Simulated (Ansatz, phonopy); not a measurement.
# How NaI (Fm-3m) expands on warming, part 3 of 3

Wanted: α(T), C_P(T) and B(T) of NaI in the quasi-harmonic approximation.

Experimental results on record:
- volume expansion coefficient 135 1e-6/K near room temperature (given in “Descriptors for thermal expansion in solids”, 2017, arXiv:1701.03966)

Ansatz 0.2.0; DFT LDA, scalar-relativistic, plane waves, PAW.

So far, principal linear expansion coefficients at 298 K (× 1e-6/K): step 7 (phonons on strained cells, cutoff 550 eV, k-mesh 8×8×8) 46.5; step 9 (phonons on strained cells, cutoff 487.2 eV, k-mesh 12×12×12) 46.5.

### Step 11. Phonons on strained cells, cutoff 487.2 eV (continued)

Strained cells of the study; zero-point energy where phonons were solved; the pressures are stresses at a fixed cutoff and can carry an offset from the finite basis. Expansion cells, by row:

| cell | \|a\| (Å) | \|b\| (Å) | \|c\| (Å) | V (Å³/atom) | E - E_lowest (meV/atom) | pressure, compression positive (GPa) | gap (eV) | zero-point energy (meV/atom) |
| --- | --- | --- | --- | --- | --- | --- | --- | --- |
| 1 | 4.426 | 4.426 | 4.426 | 30.66 | 0 | -0.01 | 3.62 | - |
| 2 | 4.462 | 4.462 | 4.462 | 31.4 | 1.111 | -0.478 | 3.547 | - |
| 3 | 4.391 | 4.391 | 4.391 | 29.94 | 1.164 | 0.516 | 3.697 | - |
| 4 | 4.427 | 4.427 | 4.427 | 30.67 | 0.001 | -0.015 | 3.619 | 18.09 |
| 5 | 4.449 | 4.449 | 4.449 | 31.13 | 0.456 | -0.315 | 3.573 | 17.57 |
| 6 | 4.479 | 4.479 | 4.479 | 31.76 | 2.381 | -0.681 | 3.513 | 16.89 |
| 7 | 4.505 | 4.505 | 4.505 | 32.32 | 5.248 | -0.973 | 3.462 | 16.3 |
| 8 | 4.531 | 4.531 | 4.531 | 32.89 | 9.157 | -1.24 | 3.414 | 15.71 |
| 9 | 4.557 | 4.557 | 4.557 | 33.47 | 14.05 | -1.484 | 3.367 | 15.13 |
| 10 | 4.383 | 4.383 | 4.383 | 29.76 | 1.799 | 0.651 | 3.716 | - |
| 11 | 4.405 | 4.405 | 4.405 | 30.21 | 0.436 | 0.306 | 3.667 | - |
| 12 | 4.594 | 4.594 | 4.594 | 34.28 | 22.28 | -1.781 | 3.305 | - |

Changing the k-mesh (12×12×12 → 8×8×8) takes the volume expansion at 298 K from 140 to 140 × 10⁻⁶/K and B_T from 16.7 to 16.7 GPa.

### Step 12. Side by side

Times are for 4 threads of Arm Neoverse V2, shared host. Results by setting:

```csv
no.,functional,cutoff (eV),k-mesh,q-mesh,method,pressure (GPa),volume expansion coefficient at 298 K (1e-6/K),C_P at 298 K (J/mol-atom/K),isothermal bulk modulus at 298 K (GPa),time,memory (GiB)
1,lda,550,8×8×8,4×4×4,dfpt,0,139.5,26.33,16.71,21 min,1.8
2,lda,487.2,12×12×12,4×4×4,dfpt,0,139.6,26.34,16.71,51 min,4.3
3,lda,487.2,8×8×8,4×4×4,dfpt,0,139.5,26.34,16.71,17 min,1.6
```

The runs together, line volume. The expansion coefficient, volume by temperature; values in 1e-6/K:

```csv
temperature (K),"lda, 550, 8×8×8, 4×4×4, dfpt, 0","lda, 487.2, 12×12×12, 4×4×4, dfpt, 0","lda, 487.2, 8×8×8, 4×4×4, dfpt, 0"
0,0,0,0
25,21.4,21.4,21.4
50,58.6,58.6,58.6
75,83.8,83.8,83.8
100,98.3,98.4,98.3
125,108,108,108
150,114,114,114
175,119,119,119
200,124,124,124
225,128,128,128
250,132,132,132
275,136,136,136
298,140,140,140
300,140,140,140
325,144,144,144
350,148,149,149
375,153,153,153
400,158,158,158
425,164,164,164
450,170,170,170
475,177,177,177
500,185,185,185
```

The runs together, line C_P. The heat capacity, C_P by temperature; values in J/mol-atom/K:

```
temperature (K)  lda, 550, 8×8×8, 4×4×4, dfpt, 0  lda, 487.2, 12×12×12, 4×4×4, dfpt, 0  lda, 487.2, 8×8×8, 4×4×4, dfpt, 0
              0                                0                                     0                                  0
             25                             6.44                                  6.44                               6.44
             50                             14.2                                  14.2                               14.2
             75                             18.8                                  18.8                               18.8
            100                             21.3                                  21.3                               21.3
            125                             22.8                                  22.8                               22.8
            150                             23.7                                  23.7                               23.7
            175                             24.4                                  24.4                               24.4
            200                             24.9                                  24.9                               24.9
            225                             25.3                                  25.3                               25.3
            250                             25.7                                  25.7                               25.7
            275                             26.0                                  26.0                               26.0
            298                             26.3                                  26.3                               26.3
            300                             26.4                                  26.4                               26.4
            325                             26.7                                  26.7                               26.7
            350                             27.0                                  27.0                               27.0
            375                             27.3                                  27.3                               27.3
            400                             27.6                                  27.6                               27.6
            425                               28                                  28.0                               28.0
            450                             28.4                                  28.4                               28.4
            475                             28.8                                  28.8                               28.8
            500                             29.3                                  29.3                               29.3
```

### Step 13. Quasi-harmonic fit by phonopy

This step: DFT LDA, scalar-relativistic, plane waves, PAW (phonopy 4.10.0).

The fit gives a volume expansion of 140 × 10⁻⁶/K at 300 K, against 140 at 298 K from the study itself, whose static fit uses more cells.

### Step 14. Results

* settings of these figures: LDA, 487.2 eV, k 12×12×12, q 4×4×4
* volume expansion coefficient at 298 K: 139.6 1e-6/K
* C_P at 298 K: 26.34 J/mol-atom/K
* entropy at 298 K: 48.99 J/mol-atom/K
* isothermal bulk modulus at 298 K: 16.71 GPa
* Grüneisen parameter at 298 K: 1.828
* volume at 298 K: 31.86 Å³/atom
* principal linear expansion coefficients at 298 K: 46.52, 46.52, 46.52 1e-6/K

Near room temperature NaI expands by 140 × 10⁻⁶/K in volume by LDA, with C_P = 26.3 J/(mol K) per mole of atoms and B_T = 16.7 GPa. C_P at room temperature is 106 % of the classical 3R an atom; C_V is 98 %, and the rest is expansion work. A measured volume expansion coefficient near room temperature is 135 1e-6/K (arXiv:1701.03966); the calculated 140 1e-6/K differs by +3 %. Changing the k-mesh and cutoff moves the volume expansion at 298 K between 140 and 140 × 10⁻⁶/K, while the CPU time spans a factor of 3.1. The PAW files were made for PBE and are used here under another functional, for which the program regenerates the frozen cores. The cell of these runs is 10 % smaller in volume than the database cell; frequencies and all that rests on them shift with it.

[Logs are printed without paths, hosts, clocks, repeated set-up lines and the standing remarks that a program may print on its own settings, such as how far it seeks lower states.]

[Hosts, paths, dates, database ids (printed as entryN), source tags and the programs' standing remarks are cut or masked in the printed files.]

[A step with changed settings may run another functional than the one named; its input shows which.]
